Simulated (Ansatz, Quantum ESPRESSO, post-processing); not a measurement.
# Ru(0001), 4 layers, one monolayer of Al on hcp sites: vacuum level and surface dipole, part 4 of 5

Wanted: work functions and the surface dipole of Ru(0001), 4 layers, one monolayer of Al on hcp sites at several levels, with their cost.

Quantum ESPRESSO 7.5; plane-wave DFT, PBE, GBRV ultrasoft pseudopotentials; geometry and cross-check by Ansatz 0.2.0 with PAW datasets.

So far. Step 5 (Ground state: PBE, SSSP efficiency): The upper face goes from 4.261 eV (PBE, GBRV) to 4.263 eV, a change of +0.002 eV. Step 6 (SCF with pw.x: rev-vdW-DF2, GBRV ultrasoft): The upper face goes from 4.261 eV (PBE, GBRV) to 4.398 eV, a change of +0.137 eV.

## 7. Self-consistent run: RPBE, GBRV ultrasoft

Level of this step: plane-wave DFT, RPBE, GBRV ultrasoft pseudopotentials made under PBE (Quantum ESPRESSO 7.5). input_dft overrides the functional of the files.

Input file gbrv-rpbe.in:

```
&control
  prefix = 'gbrv-rpbe'
  outdir = './out'
  pseudo_dir = './pseudo'
  calculation = 'scf'
  tprnfor = .true.
/
&system
  ibrav = 0
  nat = 5
  ntyp = 2
  ecutwfc = 40
  ecutrho = 200
  input_dft = 'rpbe'
  occupations = 'smearing'
  smearing = 'mv'
  degauss = 0.02
  assume_isolated = 'esm'
  esm_bc = 'bc1'
/
&electrons
  conv_thr = 1e-07
  mixing_beta = 0.4
  electron_maxstep = 120
  mixing_mode = 'local-TF'
/
ATOMIC_SPECIES
  Ru  101.0700  ru_pbe_v1.2.uspp.F.UPF
  Al  26.9815  al_pbe_v1.uspp.F.UPF
CELL_PARAMETERS angstrom
  2.69999999998962 0.00000000000000 0.00000000000000
  1.34999999999481 2.33826859020899 0.00000000000000
  0.00000000000000 0.00000000000000 25.41520000000000
ATOMIC_POSITIONS crystal
  Ru  0.666666666667 0.666666666667 -0.168605234121
  Ru  -0.000000000000 -0.000000000000 -0.084466608421
  Ru  0.666666666667 0.666666666667 -0.000916359138
  Ru  -0.000000000000 -0.000000000000 0.084290055954
  Al  0.666666666667 0.666666666667 0.168605234121
K_POINTS automatic
  12 12 1 0 0 0
```

The run is started by

```bash
OMP_NUM_THREADS=1 mpirun -n 4 pw.x -nk 4 -in gbrv-rpbe.in > gbrv-rpbe.out
```

Output:

```text
[banner, memory and clock lines left out]
Program PWSCF v.7.5 starts
[citation notice left out]

[...]
Message from routine setup:
[...]
bravais-lattice index     =            0
     lattice parameter (alat)  =       5.1023  a.u.
     unit-cell volume          =    1082.8001 (a.u.)^3
     number of atoms/cell      =            5
     number of atomic types    =            2
     number of electrons       =        67.00
     number of Kohn-Sham states=           41
     kinetic-energy cutoff     =      40.0000  Ry
     charge density cutoff     =     200.0000  Ry
     scf convergence threshold =      1.0E-07
     mixing beta               =       0.4000
     number of iterations used =            8  local-TF  mixing
     Exchange-correlation= RPBE
                           (   1   4  44   4   0   0   0)

     Effective Screening Medium Method
     Boundary Conditions: Vacuum-Slab-Vacuum
     total charge in unit cell        =   0.0000
     grid points for fit at edges     =        4

[...]
PseudoPot. # 1 for Ru read from file:
     ./pseudo/ru_pbe_v1.2.uspp.F.UPF
     Pseudo is Ultrasoft + core correction, Zval = 16.0
     Generated by new atomic code, or converted to UPF format
     Using radial grid of  967 points,  6 beta functions with:
                l(1) =   0
                l(2) =   0
                l(3) =   1
                l(4) =   1
                l(5) =   2
                l(6) =   2
     Q(r) pseudized with  8 coefficients,  rinner =    1.300   1.300   1.300
                                                       1.300   1.300

     PseudoPot. # 2 for Al read from file:
     ./pseudo/al_pbe_v1.uspp.F.UPF
     Pseudo is Ultrasoft + core correction, Zval =  3.0
     Generated by new atomic code, or converted to UPF format
     Using radial grid of  893 points,  3 beta functions with:
                l(1) =   0
                l(2) =   1
                l(3) =   2
     Q(r) pseudized with  8 coefficients,  rinner =    0.900   0.900   0.900
                                                       0.900   0.900

     atomic species   valence    mass     pseudopotential
     Ru               16.00   101.07000     Ru( 1.00)
     Al                3.00    26.98150     Al( 1.00)

      6 Sym. Ops. (no inversion) found

[...]
number of k points=    19  Marzari-Vanderbilt smearing, width (Ry)=  0.0200
[...]
Dense  grid:    51901 G-vectors     FFT dimensions: (  24,  24, 225)

     Smooth grid:    37003 G-vectors     FFT dimensions: (  24,  24, 200)

     Initial potential from superposition of free atoms

     starting charge      62.9975, renormalised to      67.0000

     negative rho (up, down):  3.275E-01 0.000E+00
     Starting wfcs are   56 randomized atomic wfcs

     per-process dynamical memory:    61.0 Mb

     Self-consistent Calculation

     iteration #  1     ecut=    40.00 Ry     beta= 0.40
     Davidson diagonalization with overlap
     c_bands:  2 eigenvalues not converged
     c_bands:  2 eigenvalues not converged
     c_bands:  4 eigenvalues not converged
     c_bands:  1 eigenvalues not converged
     ethr =  1.00E-02,  avg # of iterations = 12.4

     negative rho (up, down):  3.702E-01 0.000E+00

     total energy              =    -775.75364307 Ry
     estimated scf accuracy    <     401.37202537 Ry

     iteration #  2     ecut=    40.00 Ry     beta= 0.40
[...]
negative rho (up, down):  3.465E-01 0.000E+00

[...]
total energy              =    -782.75940930 Ry
     estimated scf accuracy    <      17.69904609 Ry

     iteration #  3     ecut=    40.00 Ry     beta= 0.40
[...]
negative rho (up, down):  3.381E-01 0.000E+00

[...]
total energy              =    -782.09897605 Ry
     estimated scf accuracy    <      12.49457468 Ry

     iteration #  4     ecut=    40.00 Ry     beta= 0.40
[...]
negative rho (up, down):  3.421E-01 0.000E+00

[...]
total energy              =    -782.33162273 Ry
     estimated scf accuracy    <       6.58046024 Ry

     iteration #  5     ecut=    40.00 Ry     beta= 0.40
[...]
c_bands:  4 eigenvalues not converged
[...]
negative rho (up, down):  3.372E-01 0.000E+00

[...]
total energy              =    -782.78966064 Ry
     estimated scf accuracy    <       2.02346103 Ry

     iteration #  6     ecut=    40.00 Ry     beta= 0.40
[...]
c_bands:  5 eigenvalues not converged
[...]
negative rho (up, down):  3.329E-01 0.000E+00

[...]
total energy              =    -784.72613609 Ry
     estimated scf accuracy    <      70.84324934 Ry

[...]
iteration # 55     ecut=    40.00 Ry     beta= 0.40
[...]
negative rho (up, down):  3.208E-01 0.000E+00

[...]
total energy              =    -783.81993390 Ry
     estimated scf accuracy    <       0.00000037 Ry

     iteration # 56     ecut=    40.00 Ry     beta= 0.40
[...]
negative rho (up, down):  3.208E-01 0.000E+00

[...]
total energy              =    -783.81989501 Ry
     estimated scf accuracy    <       0.00000011 Ry

     iteration # 57     ecut=    40.00 Ry     beta= 0.40
[...]
negative rho (up, down):  3.208E-01 0.000E+00

[...]
total energy              =    -783.81987490 Ry
     estimated scf accuracy    <       0.00000011 Ry

     iteration # 58     ecut=    40.00 Ry     beta= 0.40
[...]
negative rho (up, down):  3.208E-01 0.000E+00

[...]
End of self-consistent calculation

          k = 0.0000 0.0000 0.0000 (  4609 PWs)   bands (ev):

   -77.8622 -77.7049 -77.4345 -77.2900 -48.1867 -47.7103 -47.4010 -47.4010
   -47.2638 -47.2638 -47.2592 -47.1125 -47.0446 -47.0446 -46.8498 -46.8498
   -14.3326 -11.9799 -10.8313 -10.5591 -10.1894  -7.5484  -7.3562  -7.3562
    -7.2162  -7.2162  -7.1778  -6.9549  -6.7634  -6.7634  -6.4889  -6.4889
    -5.5082  -5.4307  -5.4307  -4.4780  -4.4780  -3.7383  -3.7349  -3.7348
    -3.4180

          k = 0.0000 0.0962 0.0000 (  4591 PWs)   bands (ev):

   -77.8536 -77.6984 -77.4277 -77.2831 -48.1694 -47.7145 -47.4471 -47.4153
   -47.3381 -47.2750 -47.2277 -47.1251 -47.0859 -47.0560 -46.8982 -46.8614
   -14.1475 -11.7375 -10.5974 -10.3492  -9.9510  -7.6889  -7.5343  -7.4405
    -7.3273  -7.1732  -7.0564  -6.8895  -6.7628  -6.6492  -6.5792  -6.3244
    -5.8965  -5.5079  -5.5070  -4.7949  -4.5412  -4.3232  -3.7428  -3.3597
    -3.2915

[...]
the Fermi energy is    -4.5510 ev

!    total energy              =    -783.81989841 Ry
     estimated scf accuracy    <       0.00000004 Ry
     smearing contrib. (-TS)   =      -0.00095589 Ry
     internal energy E=F+TS    =    -783.81894252 Ry

     The total energy is F=E-TS. E is the sum of the following terms:
     one-electron contribution =   14111.15113169 Ry
     hartree contribution      =   -7074.15974876 Ry
     xc contribution           =    -108.21568559 Ry
     ewald contribution        =   -7712.59463986 Ry

     convergence has been achieved in  58 iterations

     negative rho (up, down):  3.208E-01 0.000E+00

     Forces acting on atoms (cartesian axes, Ry/au):

     atom    1 type  1   force =     0.00000000    0.00000000    0.01295038
     atom    2 type  1   force =     0.00000000    0.00000000   -0.01689869
     atom    3 type  1   force =    -0.00000000   -0.00000000   -0.00263867
     atom    4 type  1   force =     0.00000000    0.00000000    0.00345988
     atom    5 type  2   force =     0.00000000    0.00000000    0.00349171

     Total force =     0.022009     Total SCF correction =     0.002019

[...]
```

Run time: 74 s. Hardware: 4 MPI ranks of AMD EPYC 9R14 (Zen 4), shared host; peak memory 0.54 GiB; 4.9 min of CPU time.

This step gave:

| Quantity | Value |
| --- | --- |
| free energy | -10664.4130 eV |
| Fermi energy | -4.551 eV |
| vacuum line at the lower end of the cell, over the Fermi level | 4.917 eV |
| vacuum line at the upper end of the cell, over the Fermi level | 4.185 eV |

Electrostatic potential energy of an electron; zero at the Fermi level. Table of potential energy, planar mean by z:

```tsv
z (Å)	potential energy, planar mean (eV)
-12.5	4.92
-12.0	4.92
-11.5	4.92
-11.0	4.92
-10.5	4.92
-10.0	4.92
-9.5	4.92
-9.0	4.92
-8.5	4.92
-8.0	4.91
-7.5	4.90
-7.0	4.85
-6.5	4.68
-6.0	4.08
-5.5	2.01
-5.0	-6.07
-4.5	-39.9
-4.0	-34.3
-3.5	-4.68
-3.0	-3.81
-2.5	-29.4
-2.0	-44.7
-1.5	-9.36
-1.0	-2.56
-0.5	-18.8
0.0	-49.1
0.5	-15.6
1.0	-1.95
1.5	-9.18
2.0	-44.8
2.5	-28.8
3.0	-3.79
3.5	-3.65
4.0	-13.5
4.5	-14.9
5.0	-4.79
5.5	1.31
6.0	3.33
6.5	3.95
7.0	4.12
7.5	4.17
8.0	4.18
8.5	4.18
9.0	4.18
9.5	4.18
10.0	4.18
10.5	4.18
11.0	4.18
11.5	4.18
12.0	4.18
12.5	4.18
```

The upper face goes from 4.261 eV (PBE, GBRV) to 4.185 eV, a change of -0.076 eV.

## 8. Ground state: no dipole correction

What happens without any correction? The same slab is run as a plain periodic cell.

Level of this step: plane-wave DFT, PBE, GBRV ultrasoft pseudopotentials (Quantum ESPRESSO 7.5).

Input file nodip.in:

```
&control
  prefix = 'nodip'
  outdir = './out'
  pseudo_dir = './pseudo'
  calculation = 'scf'
  tprnfor = .true.
/
&system
  ibrav = 0
  nat = 5
  ntyp = 2
  ecutwfc = 40
  ecutrho = 200
  occupations = 'smearing'
  smearing = 'mv'
  degauss = 0.02
/
&electrons
  conv_thr = 1e-07
  mixing_beta = 0.4
  electron_maxstep = 120
  mixing_mode = 'local-TF'
/
ATOMIC_SPECIES
  Ru  101.0700  ru_pbe_v1.2.uspp.F.UPF
  Al  26.9815  al_pbe_v1.uspp.F.UPF
CELL_PARAMETERS angstrom
  2.69999999998962 0.00000000000000 0.00000000000000
  1.34999999999481 2.33826859020899 0.00000000000000
  0.00000000000000 0.00000000000000 25.41520000000000
ATOMIC_POSITIONS crystal
  Ru  0.666666666667 0.666666666667 0.326576222100
  Ru  -0.000000000000 -0.000000000000 0.410714847800
  Ru  0.666666666667 0.666666666667 0.494265097083
  Ru  -0.000000000000 -0.000000000000 0.579471512175
  Al  0.666666666667 0.666666666667 0.663786690342
K_POINTS automatic
  12 12 1 0 0 0
```

The run is started by

```bash
OMP_NUM_THREADS=1 mpirun -n 4 pw.x -nk 4 -in nodip.in > nodip.out
```

Output:

```text
[banner, memory and clock lines left out]
Program PWSCF v.7.5 starts
[citation notice left out]

[...]
Message from routine setup:
[...]
bravais-lattice index     =            0
     lattice parameter (alat)  =       5.1023  a.u.
     unit-cell volume          =    1082.8001 (a.u.)^3
     number of atoms/cell      =            5
     number of atomic types    =            2
     number of electrons       =        67.00
     number of Kohn-Sham states=           41
     kinetic-energy cutoff     =      40.0000  Ry
     charge density cutoff     =     200.0000  Ry
     scf convergence threshold =      1.0E-07
     mixing beta               =       0.4000
     number of iterations used =            8  local-TF  mixing
     Exchange-correlation= SLA  PW   PBE  PBE
                           (   1   4   3   4   0   0   0)

[...]
PseudoPot. # 1 for Ru read from file:
     ./pseudo/ru_pbe_v1.2.uspp.F.UPF
     Pseudo is Ultrasoft + core correction, Zval = 16.0
     Generated by new atomic code, or converted to UPF format
     Using radial grid of  967 points,  6 beta functions with:
                l(1) =   0
                l(2) =   0
                l(3) =   1
                l(4) =   1
                l(5) =   2
                l(6) =   2
     Q(r) pseudized with  8 coefficients,  rinner =    1.300   1.300   1.300
                                                       1.300   1.300

     PseudoPot. # 2 for Al read from file:
     ./pseudo/al_pbe_v1.uspp.F.UPF
     Pseudo is Ultrasoft + core correction, Zval =  3.0
     Generated by new atomic code, or converted to UPF format
     Using radial grid of  893 points,  3 beta functions with:
                l(1) =   0
                l(2) =   1
                l(3) =   2
     Q(r) pseudized with  8 coefficients,  rinner =    0.900   0.900   0.900
                                                       0.900   0.900

     atomic species   valence    mass     pseudopotential
     Ru               16.00   101.07000     Ru( 1.00)
     Al                3.00    26.98150     Al( 1.00)

      6 Sym. Ops. (no inversion) found

[...]
number of k points=    19  Marzari-Vanderbilt smearing, width (Ry)=  0.0200
[...]
Dense  grid:    51901 G-vectors     FFT dimensions: (  24,  24, 225)

     Smooth grid:    37003 G-vectors     FFT dimensions: (  24,  24, 200)

     Initial potential from superposition of free atoms

     starting charge      62.9975, renormalised to      67.0000

     negative rho (up, down):  3.201E-01 0.000E+00
     Starting wfcs are   56 randomized atomic wfcs

     per-process dynamical memory:    61.0 Mb

     Self-consistent Calculation

     iteration #  1     ecut=    40.00 Ry     beta= 0.40
     Davidson diagonalization with overlap
     ethr =  1.00E-02,  avg # of iterations =  3.7

     negative rho (up, down):  3.217E-01 0.000E+00

     total energy              =    -783.67953426 Ry
     estimated scf accuracy    <     182.20594052 Ry

     iteration #  2     ecut=    40.00 Ry     beta= 0.40
[...]
negative rho (up, down):  3.301E-01 0.000E+00

[...]
total energy              =    -783.59833610 Ry
     estimated scf accuracy    <      22.52041388 Ry

     iteration #  3     ecut=    40.00 Ry     beta= 0.40
[...]
negative rho (up, down):  3.385E-01 0.000E+00

[...]
total energy              =    -783.70270947 Ry
     estimated scf accuracy    <       2.80884973 Ry

     iteration #  4     ecut=    40.00 Ry     beta= 0.40
[...]
negative rho (up, down):  3.509E-01 0.000E+00

[...]
total energy              =    -783.58557859 Ry
     estimated scf accuracy    <       2.01075457 Ry

     iteration #  5     ecut=    40.00 Ry     beta= 0.40
[...]
negative rho (up, down):  3.510E-01 0.000E+00

[...]
total energy              =    -783.64945003 Ry
     estimated scf accuracy    <       0.26296203 Ry

     iteration #  6     ecut=    40.00 Ry     beta= 0.40
[...]
negative rho (up, down):  3.473E-01 0.000E+00

[...]
total energy              =    -783.66180167 Ry
     estimated scf accuracy    <       0.21121585 Ry

[...]
iteration # 19     ecut=    40.00 Ry     beta= 0.40
[...]
negative rho (up, down):  3.122E-01 0.000E+00

[...]
total energy              =    -783.65497382 Ry
     estimated scf accuracy    <       0.00000593 Ry

     iteration # 20     ecut=    40.00 Ry     beta= 0.40
[...]
negative rho (up, down):  3.121E-01 0.000E+00

[...]
total energy              =    -783.65497314 Ry
     estimated scf accuracy    <       0.00000049 Ry

     iteration # 21     ecut=    40.00 Ry     beta= 0.40
[...]
negative rho (up, down):  3.119E-01 0.000E+00

[...]
total energy              =    -783.65497189 Ry
     estimated scf accuracy    <       0.00000025 Ry

     iteration # 22     ecut=    40.00 Ry     beta= 0.40
[...]
negative rho (up, down):  3.119E-01 0.000E+00

[...]
End of self-consistent calculation

          k = 0.0000 0.0000 0.0000 (  4609 PWs)   bands (ev):

   -67.0091 -66.8528 -66.5839 -66.4417 -37.3394 -36.8624 -36.5493 -36.5493
   -36.4130 -36.4130 -36.4106 -36.2616 -36.1947 -36.1947 -36.0018 -36.0018
    -3.5253  -1.1875  -0.0350   0.2400   0.6096   3.2703   3.4533   3.4533
     3.5931   3.5931   3.6325   3.8556   4.0457   4.0457   4.3223   4.3223
     5.2937   5.3847   5.3847   6.3408   6.3408   7.0570   7.0869   7.0869
     7.4056

          k = 0.0000 0.0962 0.0000 (  4591 PWs)   bands (ev):

   -67.0006 -66.8462 -66.5771 -66.4349 -37.3220 -36.8664 -36.5957 -36.5636
   -36.4882 -36.4242 -36.3785 -36.2746 -36.2359 -36.2061 -36.0503 -36.0134
    -3.3399  -0.9449   0.1995   0.4504   0.8486   3.1228   3.2747   3.3740
     3.4818   3.6368   3.7534   3.9226   4.0485   4.1606   4.2303   4.4873
     4.9136   5.3057   5.3070   6.0144   6.2774   6.4897   7.0791   7.4639
     7.5259

[...]
the Fermi energy is     6.2658 ev

!    total energy              =    -783.65497190 Ry
     estimated scf accuracy    <       0.00000003 Ry
     smearing contrib. (-TS)   =      -0.00096179 Ry
     internal energy E=F+TS    =    -783.65401011 Ry

     The total energy is F=E-TS. E is the sum of the following terms:
     one-electron contribution =   -8464.07812623 Ry
     hartree contribution      =    4240.10469533 Ry
     xc contribution           =    -107.99886429 Ry
     ewald contribution        =    3548.31828508 Ry

     convergence has been achieved in  22 iterations

     negative rho (up, down):  3.119E-01 0.000E+00

     Forces acting on atoms (cartesian axes, Ry/au):

     atom    1 type  1   force =     0.00000000    0.00000000    0.01956104
     atom    2 type  1   force =     0.00000000    0.00000000   -0.01679607
     atom    3 type  1   force =     0.00000000    0.00000000   -0.00279173
     atom    4 type  1   force =     0.00000000    0.00000000    0.00076784
     atom    5 type  2   force =     0.00000000    0.00000000   -0.00074108

     Total force =     0.025955     Total SCF correction =     0.000639

[...]
```

Run time: 26 s. Hardware: 4 MPI ranks; peak memory 0.44 GiB; 1.7 min of CPU time.

## 9. Electrostatic potential

The vacuum level is read from the electrostatic potential (plot_num = 11), averaged over planes.

Input file nodip.pot.in:

```
&inputpp
  prefix = 'nodip'
  outdir = './out'
  filplot = 'nodip.pot.dat'
  plot_num = 11
/
```

The run is started by

```bash
OMP_NUM_THREADS=1 mpirun -n 4 pp.x -in nodip.pot.in > nodip.pot.out
```

Run time: 1.2 s. Hardware: 4 MPI ranks; peak memory 0.09 GiB.

The potential energy, planar mean oscillates, so the rows of the table below give means over windows of 2.15 Å about each position, cut where the curve ends. Its maxima inside the range that stand out by 2 % of the span (Å: eV): 9.4: -1.83, 11.5: -2.17, 13.7: -1.67, 15.8: -1.84. Its minima: 8.2: -48.2, 10.4: -48.8, 12.5: -49.1, 14.7: -48.7, 16.8: -16.3.

Electrostatic potential energy of an electron; zero at the Fermi level. The potential energy, planar mean by z; means over each step:

```tsv
z (Å)	potential energy, planar mean (eV)
1.07	4.75
3.22	4.89
5.37	4.91
7.52	-14.4
9.67	-20.2
11.82	-20.6
13.97	-19.8
16.12	-10.3
18.27	0.134
20.42	4.35
22.57	4.51
24.72	4.63
```

The vacuum now slopes by 63 meV/Å: the images' field stands in it, and it also polarises the slab.

## 10. All levels side by side

All levels:

```tsv
level	upper face (eV)	lower face (eV)	dipole (e Å)	CPU time (s)
QE PBE GBRV, ESM bc1	4.261	5.091	-	246.3
QE PBE SSSP efficiency, ESM bc1	4.263	5.089	-	258.1
QE rev-vdW-DF2 GBRV ultrasoft, ESM bc1	4.398	5.36	-	361.9
QE RPBE GBRV ultrasoft, ESM bc1	4.185	4.917	-	296.3
QE PBE GBRV, periodic uncorrected (sloping vacuum, so no single level)	4.505	4.845	-	103.2
Ansatz PBE PAW, sawtooth (time of the whole relaxation)	4.286	5.073	0.02743	30.75
```

The times are CPU seconds on a shared host; the codes use unlike cutoffs, datasets and smearings, so their times compare unlike work.

(Continued in part 5 of 5.)

[Logs are printed without paths, hosts, clocks, repeated set-up lines and the standing remarks that a program may print on its own settings, such as how far it seeks lower states.]

[Hosts, paths, dates, database ids (printed as entryN), source tags and the programs' standing remarks are cut or masked in the printed files.]

[Maps of the electrostatic potential energy from Ansatz leave out the sawtooth potential of an applied field or a dipole correction, so their vacuum need not be flat; planar profiles and work functions include it.]
